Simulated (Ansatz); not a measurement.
# InH (model cell, started as CsCl type): from the cell to its phonons

Wanted: phonon frequencies of InH (model cell, started as CsCl type) and what follows from them.

Main program and level: Ansatz 0.2.0; DFT PBE, scalar-relativistic, plane waves, PAW.

The structure was built from a prototype and need not be the compound's stable phase.

## 1. The starting structure

It takes space group Pm-3m (No. 221, cubic). The conventional cell has a = 3.242 Å, b = 3.242 Å, c = 3.242 Å, α = 90.00°, β = 90.00°, γ = 90.00°. Nearest to In lie 8 H at 2.81 Å. Nearest to H lie 8 In at 2.81 Å. Farther neighbours are not listed.

## 2. Relaxation

Harmonic phonons are second derivatives at a point where the forces vanish, and they are wanted at zero stress, so atoms and cell are relaxed first.

Input file input.yaml:

```yaml
crystal:
  lattice:
    - [3.2424, 0.0, 0.0]
    - [0.0, 3.2424, 0.0]
    - [0.0, 0.0, 3.2424]
  atoms:
    - { symbol: In, position: [0.0, 0.0, 0.0] }
    - { symbol: H, position: [0.5, 0.5, 0.5] }
kpoints:
  mp_grid: { grid: [12, 12, 12] }
hamiltonian:
  xc: pbe
scf:
  occupations: { method: gaussian, width: 0.1 }
output:
  forces: true
  stress: true
  eigenvalues: true
  write_density: true
  write_potential: true
  elf: true
  volumetric_format: npy
relax:
  adjacent_minimum: "off"
  f_tol: 0.005
  max_steps: 80
  cell: { stress_tol: 0.05 }
```

Run with:

```
$ ansatz run input.yaml --threads 4 --pin off --max-ram 7168MiB --backend cpu --events-out ev --progress --plain --runs-dir out
```

Numbers of over 12 decimals in the logs are rounded to 6 here.

What it wrote:

```text
Engine: ansatz 0.2.0, aarch64-unknown-linux-gnu
Pseudopotentials: kind: paw
Pseudopotential: In, paw, valence charge 13, recommended cutoff 420 eV (normal), In.paw.azcp
Pseudopotential: H, paw, valence charge 1, recommended cutoff 420 eV (normal), H.paw.azcp
Functional definition: PBE
  parameter kappa = 0.804
  parameter beta = 0.066725
  exchange = pbe_x(kappa = kappa, mu = beta*pi^2/3)
  correlation = pbe_c(beta = beta)
Crystal: 2 atoms, lattice volume = 34.088 Å³
Basis set: ecut = 420 eV, 691 PW (Γ), exchange–correlation on 48×48×48 points (8 copies of the dense FFT grid, shifted against one another)
Bands: 11, of which v1, the nominal top of the filled ones, is band 7 counted from 1 (6 counted from 0)
Symmetry: 48 space group operations
Space group: Pm-3m (ITA 221), of the structure as read, at distance tolerance 3.2e-5 Å
k-points: 84 of 1728
Non-local potential: In, projectors of the file, l = 0: 2, l = 1: 2, l = 2: 2, l = 3: 2
Non-local potential: H, projectors of the file, l = 0: 2, l = 1: 1
PAW form: soft (Blöchl's): semilocal exchange-correlation on the pseudo side does not see the compensation charge
PAW one-centre angular grid: In, 590 points (default); XC on 64 Gauss nodes
PAW one-centre angular grid: H, 110 points (default); XC on 64 Gauss nodes
Initial density: superposition of atomic densities (neutral atoms: chi_scale 0, normalization atom), corrected by the library's trained network
Initial wavefunctions: pseudopotential atomic-orbital guess
Functional: x = pbe(κ = 0.804, μ = 0.219515), c = pbe(β = 0.066725)
SCF iter   1: F=—  HF=-5612.592600 eV  |F-HF|=—  |Δ(HF+E_count)|=         —  Δρ=1.34e-3  dr2=1.01e-3  ethr=1.77e-3  ⟨swp⟩=5.2  Hψ=5496  notcnv=0
preconditioner: auto → none  [metal: Δε(μ)=0.084 eV  Ē_g=17.122 eV  σ=0.100 eV  W_gap=0.43  n_scr=6 (ndim 8)  ℏωp=23.8 eV  f_vac=0.000  D(μ)=0.36/eV (n_scr^D=0)  sad-step TF]
SCF iter   2: F=—  HF=-5612.591938 eV  |F-HF|=—  |Δ(HF+E_count)|=   6.62e-4  Δρ=7.43e-4  dr2=3.27e-4  ethr=7.22e-6  ⟨swp⟩=2.0  Hψ=1983  notcnv=0
SCF iter   3: F=—  HF=-5612.591954 eV  |F-HF|=—  |Δ(HF+E_count)|=   1.58e-5  Δρ=5.58e-4  dr2=6.64e-5  ethr=2.34e-6  ⟨swp⟩=2.0  Hψ=1495  notcnv=0
SCF iter   4: F=—  HF=-5612.591922 eV  |F-HF|=—  |Δ(HF+E_count)|=   3.17e-5  Δρ=1.39e-4  dr2=4.06e-6  ethr=4.74e-7  ⟨swp⟩=2.0  Hψ=1342  notcnv=0
SCF iter   5: F=—  HF=-5612.591922 eV  |F-HF|=—  |Δ(HF+E_count)|=   3.07e-7  Δρ=5.56e-5  dr2=6.03e-7  ethr=2.90e-8  ⟨swp⟩=2.0  Hψ=1385  notcnv=0
SCF iter   6: F=-5612.591922 eV  HF=-5612.591922 eV  |F-HF|=7.90e-8  |Δ(HF+E_count)|=   2.89e-7  Δρ=2.00e-5  dr2=7.44e-8  ethr=7.14e-10  ⟨swp⟩=8.5  Hψ=5686  notcnv=0
SCF 1 converged in 6 iterations: F = -5612.591922 eV  dr2 = 7.44e-8
  greatest PAW one-centre occupation: 0.983 electrons in one spin orbital (limit 2), on the In atom at site 0 (counted from 0), in its partial waves of l = 2
relax step   1: F+E_penalty+E_count = -5612.59192162 eV  Δ(F+E_penalty+E_count) = +0.000e0 eV  max|allowed force component| = 4.314e-31 eV/Å  Δτ_max = 0.0000 Å  P = -1.950 GPa  Ω = 34.088 Å³  (6 SCF iters, dr2 threshold 1.00e-7 eV, accepted)
Crystal: 2 atoms, lattice volume = 32.058 Å³
Basis set: ecut = 420 eV, 619 PW (Γ), exchange–correlation on 48×48×48 points (8 copies of the dense FFT grid, shifted against one another)
Initial density: handed on by an earlier stage of this run
Initial wavefunctions: those handed on with the density
iter 1 solved again at ethr=1.18e-5 eV; its pass at ethr=3.10e-3 eV (dr2=1.65e-3 eV) is discarded
SCF iter   1: F=—  HF=-5612.607218 eV  |F-HF|=—  |Δ(HF+E_count)|=         —  Δρ=1.91e-3  dr2=1.71e-3  ethr=1.18e-5  ⟨swp⟩=1.1  Hψ=7409  notcnv=0
preconditioner: auto → none  [insulator: Δε(μ)=0.147 eV  Ē_g=17.399 eV  σ=0.100 eV  W_gap=0.65  n_scr=6 (ndim 8)  ℏωp=24.5 eV  f_vac=0.000  D(μ)=0.24/eV (n_scr^D=0)  ε∞_Penn≈3.0]
SCF iter   2: F=—  HF=-5612.606620 eV  |F-HF|=—  |Δ(HF+E_count)|=   5.98e-4  Δρ=5.83e-4  dr2=4.87e-5  ethr=1.18e-5  ⟨swp⟩=2.8  Hψ=1503  notcnv=0
SCF iter   3: F=—  HF=-5612.606623 eV  |F-HF|=—  |Δ(HF+E_count)|=   3.02e-6  Δρ=2.41e-4  dr2=8.05e-6  ethr=3.48e-7  ⟨swp⟩=2.0  Hψ=1504  notcnv=0
SCF iter   4: F=—  HF=-5612.606629 eV  |F-HF|=—  |Δ(HF+E_count)|=   6.05e-6  Δρ=4.22e-5  dr2=2.80e-7  ethr=5.75e-8  ⟨swp⟩=2.0  Hψ=1047  notcnv=0
SCF iter   5: F=-5612.606629 eV  HF=-5612.606629 eV  |F-HF|=1.12e-9  |Δ(HF+E_count)|=   2.35e-8  Δρ=3.10e-6  dr2=1.88e-9  ethr=1.43e-9  ⟨swp⟩=8.8  Hψ=6525  notcnv=0
SCF 2 converged in 5 iterations: F = -5612.606629 eV  dr2 = 1.88e-9
relax step   2: F+E_penalty+E_count = -5612.60662934 eV  Δ(F+E_penalty+E_count) = -1.471e-2 eV  max|allowed force component| = 1.233e-31 eV/Å  Δτ_max = 0.0000 Å  P = -0.040 GPa  Ω = 32.058 Å³  energy of the carried Pulay correction = +1.109e-3 eV  (5 SCF iters, dr2 threshold 2.00e-7 eV, accepted)
Initial wavefunctions: pseudopotential atomic-orbital guess (no wavefunctions were taken with the density)
iter 1 solved again at ethr=9.53e-8 eV; its pass at ethr=3.10e-3 eV (dr2=1.33e-5 eV) is discarded
SCF iter   1: F=—  HF=-5612.605578 eV  |F-HF|=—  |Δ(HF+E_count)|=         —  Δρ=1.42e-4  dr2=9.95e-7  ethr=9.53e-8  ⟨swp⟩=3.1  Hψ=7711  notcnv=0
preconditioner: auto → none  [insulator: Δε(μ)=0.134 eV  Ē_g=17.437 eV  σ=0.100 eV  W_gap=0.61  n_scr=6 (ndim 8)  ℏωp=24.5 eV  f_vac=0.000  D(μ)=0.25/eV (n_scr^D=0)  ε∞_Penn≈3.0]
SCF iter   2: F=—  HF=-5612.605582 eV  |F-HF|=—  |Δ(HF+E_count)|=   3.33e-6  Δρ=6.57e-5  dr2=2.00e-7  ethr=7.11e-9  ⟨swp⟩=2.1  Hψ=1507  notcnv=0
SCF iter   3: F=—  HF=-5612.605582 eV  |F-HF|=—  |Δ(HF+E_count)|=   7.90e-7  Δρ=1.74e-5  dr2=1.91e-8  ethr=1.43e-9  ⟨swp⟩=2.0  Hψ=1099  notcnv=0
SCF iter   4: F=—  HF=-5612.605582 eV  |F-HF|=—  |Δ(HF+E_count)|=   5.41e-8  Δρ=1.89e-6  dr2=3.60e-10  ethr=1.36e-10  ⟨swp⟩=2.0  Hψ=1511  notcnv=0
SCF iter   5: F=—  HF=-5612.605582 eV  |F-HF|=—  |Δ(HF+E_count)|=  7.15e-10  Δρ=5.82e-7  dr2=2.69e-11  ethr=2.57e-12  ⟨swp⟩=2.0  Hψ=1066  notcnv=0
SCF iter   6: F=-5612.605582 eV  HF=-5612.605582 eV  |F-HF|=9.09e-13  |Δ(HF+E_count)|=  8.91e-11  Δρ=2.11e-8  dr2=3.64e-14  ethr=1.00e-12  ⟨swp⟩=5.4  Hψ=3369  notcnv=0
SCF 3 converged in 6 iterations: F = -5612.605582 eV  dr2 = 3.64e-14
relax step   3: F+E_penalty+E_count = -5612.60558244 eV  Δ(F+E_penalty+E_count) = +1.047e-3 eV  max|allowed force component| = 6.985e-32 eV/Å  Δτ_max = 0.0000 Å  P = -0.052 GPa  Ω = 32.058 Å³  stress off target by 5.23e-2 GPa  SCF on the basis re-selected at this cell (its energy is not comparable with the rows above)  (6 SCF iters)
[...]
relax step   4: F+E_penalty+E_count = -5612.60562027 eV  Δ(F+E_penalty+E_count) = -3.783e-5 eV  max|allowed force component| = 7.231e-31 eV/Å  Δτ_max = 0.0000 Å  P = +0.008 GPa  Ω = 32.006 Å³  energy of the carried Pulay correction = +3.062e-5 eV  (3 SCF iters, dr2 threshold 6.84e-9 eV, accepted)
iter 1 solved again at ethr=6.91e-8 eV; its pass at ethr=3.10e-3 eV (dr2=9.68e-6 eV) is discarded
SCF iter   1: F=—  HF=-5612.605603 eV  |F-HF|=—  |Δ(HF+E_count)|=         —  Δρ=7.16e-6  dr2=6.44e-9  ethr=6.91e-8  ⟨swp⟩=3.4  Hψ=7891  notcnv=0
preconditioner: auto → none  [insulator: Δε(μ)=0.134 eV  Ē_g=17.445 eV  σ=0.100 eV  W_gap=0.61  n_scr=6 (ndim 8)  ℏωp=24.6 eV  f_vac=0.000  D(μ)=0.25/eV (n_scr^D=0)  ε∞_Penn≈3.0]
SCF iter   2: F=—  HF=-5612.605603 eV  |F-HF|=—  |Δ(HF+E_count)|=   2.18e-9  Δρ=3.70e-6  dr2=1.74e-9  ethr=4.60e-11  ⟨swp⟩=2.3  Hψ=1466  notcnv=0
SCF iter   3: F=—  HF=-5612.605603 eV  |F-HF|=—  |Δ(HF+E_count)|=   1.13e-9  Δρ=4.36e-7  dr2=3.47e-11  ethr=1.24e-11  ⟨swp⟩=2.6  Hψ=1383  notcnv=0
SCF iter   4: F=-5612.605603 eV  HF=-5612.605603 eV  |F-HF|=6.37e-12  |Δ(HF+E_count)|=  1.55e-11  Δρ=1.59e-7  dr2=3.93e-12  ethr=1.00e-12  ⟨swp⟩=5.8  Hψ=4573  notcnv=0
SCF 5 converged in 4 iterations: F = -5612.605603 eV  dr2 = 3.93e-12
relax step   5: F+E_penalty+E_count = -5612.60560293 eV  Δ(F+E_penalty+E_count) = +1.734e-5 eV  max|allowed force component| = 9.203e-31 eV/Å  Δτ_max = 0.0000 Å  P = +0.008 GPa  Ω = 32.006 Å³  stress off target by 8.09e-3 GPa  SCF on the basis re-selected at this cell (its energy is not comparable with the rows above)  (4 SCF iters)
basis re-selected at this cell: Δ(F+E_penalty+E_count) = +1.734e-5 eV, ΔP = -0.000 GPa vs the last step (what re-selecting the basis moved, of the pressure what is left beyond the Pulay correction that the steps carried, after the strain that the cell walked since its last selection, with what the two solves' SCF thresholds leave and, on support functions, any second-order correction that the steps lacked; it is no m [...]
SCF converged after 4 iterations
Free energy (F): -5612.605603 eV
Harris-Foulkes:  -5612.605603 eV  (|F-HF|=6.37e-12)
Internal energy: -5612.604338 eV  (E = F + TS)
E sigma→0 (E₀):  -5612.604970 eV
Entropy (-TS):   -0.001265 eV (-0.633 meV/atom)
Fermi energy:    8.212766 eV
--- Per-component energies (eV) ---
  E_band       = -46.355353
  E_kinetic    = 252.327426
  E_local      = -1173.056709  (includes V_loc(G=0)·N_el)
  E_nonlocal   = 367.431082
  E_hartree    = 457.744263
  E_xc         = -224.378678
  E_vxc        = -110.698112  (∫ρ·V_xc dr)
  E_paw        = -4151.603824  (= ΣΔE_a)
  E_vpaw       = -297.846635  (= ΣTr[D̂ρ^β])
  E_aug_tail   = -0.000990  (compensation charges beyond the density's cutoff)
  E_ewald      = -1141.066908
  E_smearing   = -0.001265  (= −TS)
  E_closure    = 0.000000  (closes the sum)
  Σ components = -5612.605603   (vs F -5612.605603, Δ=0.00e0)
--- Forces (eV/Å), atoms counted from 1 ---
  atom   1  In     0.00000000     0.00000000     0.00000000
  atom   2  H     -0.00000000    -0.00000000     0.00000000
  max |Σ_I F_I| component: 1.05e-30 eV/Å
--- Stress (GPa, compression-positive) ---
        0.008086      -0.000000       0.000000
       -0.000000       0.008086      -0.000000
        0.000000      -0.000000       0.008086
  P = ⅓ Tr σ = 0.0081 GPa (0.081 kbar)
--- Band table (eV; the first three rows and the last of 84) ---
  k-point 0: bands = [... 3 lower, -6.1936, -6.1936, -1.3107, 10.4287, 14.2470, 14.2470, 14.2470, 17.6215]
  k-point 1: bands = [... 3 lower, -6.2035, -6.1928, -1.2021, 10.0331, 13.7003, 14.3708, 14.3708, 17.6933]
  k-point 2: bands = [... 3 lower, -6.2306, -6.1905, -0.8742, 8.8747, 13.1619, 14.7348, 14.7348, 17.9099]
  k-point 83: bands = [... 3 lower, -6.0395, -6.0395, 6.9287, 9.7154, 9.8974, 9.8974, 9.8974, 13.9950]
--- Relaxed structure (3 steps of the walk, 3 accepted, 2 SCFs on fresh bases) ---
  F+E_penalty+E_count = -5612.60560293 eV   max|allowed force component| = 9.203e-31 eV/Å   (the final SCF, on the basis selected at the relaxed cell)
  cell:  # Å, volume = 32.0059 Å³
    - [3.174998, 0, 0.0]
    - [0, 3.174998, 0]
    - [0.0, 0, 3.174998]
  atoms:
    - { symbol: In, position: [0, 0, 0] }
    - { symbol: H, position: [0.500000, 0.500000, 0.500000] }
```

Run time: 3.6 s. Hardware: 4 threads of Arm Neoverse V1, shared host; peak memory 0.33 GiB; 12 s of CPU time.

The steps of the relaxation:

```
step  energy less that of the first step (eV)  largest force component (eV/Å)  pressure (GPa)  volume (Å³)
   1                                   0.0000                          0.0000           -1.95        34.09
   2                                  -0.0147                          0.0000           -0.04        32.06
  3*                                  -0.0137                          0.0000           -0.05        32.06
   4                                  -0.0137                          0.0000            0.01        32.01
  5*                                  -0.0137                          0.0000            0.01        32.01
```

Relaxation steps marked * repeat the geometry before them on a plane-wave basis chosen anew for their cell, so energy and pressure can jump there.

Forces are held to the 48 operations that the run works with; a distortion that breaks them can't arise in this run.

```
conventional cell, symmetrised  before  after  change
                         a (Å)   3.242  3.175  -2.1 %
                         b (Å)   3.242  3.175  -2.1 %
                         c (Å)   3.242  3.175  -2.1 %
              volume (Å³/atom)   17.04  16.00  -6.1 %
```

Final coordinates:

```xyz
2
Lattice="3.1750 0.0000 0.0000 0.0000 3.1750 0.0000 0.0000 0.0000 3.1750" Properties=species:S:1:pos:R:3 pbc="T T T"
In    0.0000    0.0000    0.0000
H     1.5875    1.5875    1.5875
```

Numbers from this step:

```yaml
pressure: 0.008086 GPa
volume_per_atom: 16.00 Å³
gap_on_the_k_mesh: 0 eV
```

ELF in the ac plane at fractional y = 0.000, with atoms of In within 0.2 Å of it. It is the smooth field of the valence electrons, not physical close to the nuclei.

Ten even steps from '0' (0.00) to '9' (0.31):
```
0015997777799510
0138987777789831
4589977767779985
9999777555777999
9987775444577789
7777754333457777
7777543222345777
7776543222345677
7777543222345777
7777754333457777
9987775444577789
9999777555777999
4589977767779985
0138987777789831
0015997777799510
0004997777799400
```
Columns run along a (3.2 Å), rows up along c (3.2 Å). Atoms in or near the plane, at fractional coordinates: In at (0.00, 0.00).

Electrostatic potential energy in the ac plane at fractional y = 0.000, with atoms of In within 0.2 Å of it. With pseudopotentials it is smooth inside the atoms' cores, unlike the true potential.

Ten even steps from '0' (-36 eV) to '9' (11 eV):
```
0001368999863100
0002478999874200
0124688999886421
3346889999988643
6678899999998876
8888999999999888
8999999999999999
9999999999999999
8999999999999999
8888999999999888
6678899999998876
3346889999988643
0124688999886421
0002478999874200
0001368999863100
0000368898863000
```
Columns run along a (3.2 Å; values clipped at the 3rd and 97th percentile), rows up along c (3.2 Å). Atoms in or near the plane, at fractional coordinates: In at (0.00, 0.00).

Valence density in the ac plane at fractional y = 0.000, with atoms of In within 0.2 Å of it. It is the smooth field of the valence electrons, not physical close to the nuclei.

Ten even steps from '0' (0 e/Å³) to '9' (13 e/Å³):
```
8742000000000247
5421000000000124
2210000000000012
0000000000000000
0000000000000000
0000000000000000
0000000000000000
0000000000000000
0000000000000000
0000000000000000
0000000000000000
0000000000000000
2210000000000012
5421000000000124
8742000000000247
9852000000000258
```
Columns run along a (3.2 Å), rows up along c (3.2 Å). Atoms in or near the plane, at fractional coordinates: In at (0.00, 0.00).

In this step the volume went from 17.04 to 16.00 Å³/atom.

## 3. Tight relaxation

Phonons need a cell at rest on their own settings, so the relaxation is repeated with tight tolerances on forces and stress, using the mesh and the filling of the phonon run that follows.

Input file input.yaml:

```yaml
crystal:
  lattice:
    - [3.1749981601, 0.0, 0.0]
    - [0.0, 3.1749981601, 0.0]
    - [0.0, 0.0, 3.1749981601]
  atoms:
    - { symbol: In, position: [0.0, 0.0, 0.0] }
    - { symbol: H, position: [0.5, 0.5, 0.5] }
kpoints:
  mp_grid: { grid: [12, 12, 12] }
hamiltonian:
  xc: pbe
scf:
  occupations: { method: methfessel_paxton, width: 0.15 }
output:
  forces: true
  stress: true
  eigenvalues: true
relax:
  adjacent_minimum: "off"
  f_tol: 0.001
  max_steps: 60
  cell: { stress_tol: 0.01 }
```

What it wrote:

```text
[...]
Crystal: 2 atoms, lattice volume = 32.006 Å³
Basis set: ecut = 420 eV, 619 PW (Γ), exchange–correlation on 48×48×48 points (8 copies of the dense FFT grid, shifted against one another)
Bands: 11, of which v1, the nominal top of the filled ones, is band 7 counted from 1 (6 counted from 0)
Symmetry: 48 space group operations
[...]
k-points: 84 of 1728
[...]
k-point 83: bands = [... 3 lower, -6.0398, -6.0398, 6.9288, 9.7153, 9.8973, 9.8973, 9.8973, 13.9950]
--- Relaxed structure (1 steps of the walk, 1 accepted, 1 SCFs on fresh bases) ---
[...]
cell:  # Å, volume = 32.0059 Å³
    - [3.1749981601, 0.0, 0.0]
    - [0.0, 3.1749981601, 0.0]
    - [0.0, 0.0, 3.1749981601]
  atoms:
    - { symbol: In, position: [0.0, 0.0, 0.0] }
    - { symbol: H, position: [0.5, 0.5, 0.5] }
[key lines of the parts left out:]
SCF converged after 6 iterations
Free energy (F): -5612.604739 eV
Fermi energy:    8.221120 eV
P = ⅓ Tr σ = -0.0053 GPa (-0.053 kbar)
```

Run time: 2.4 s. Hardware: 4 threads; peak memory 0.32 GiB; 6.2 s of CPU time.

Little changed from the start: no atom moved by 0.005 Å and no cell edge by 0.1 %.

Numbers from this step:

* pressure: -0.005322 GPa

The forces vanish by symmetry and the pressure is -0.005 GPa, within the tolerances set. The cell now holds 16.00 Å³/atom.

(Part 1 of 3 ends here.)

[Logs are printed without paths, hosts, clocks, repeated set-up lines and the standing remarks that a program may print on its own settings, such as how far it seeks lower states.]

[Hosts, paths, dates, database ids (printed as entryN), source tags and the programs' standing remarks are cut or masked in the printed files.]
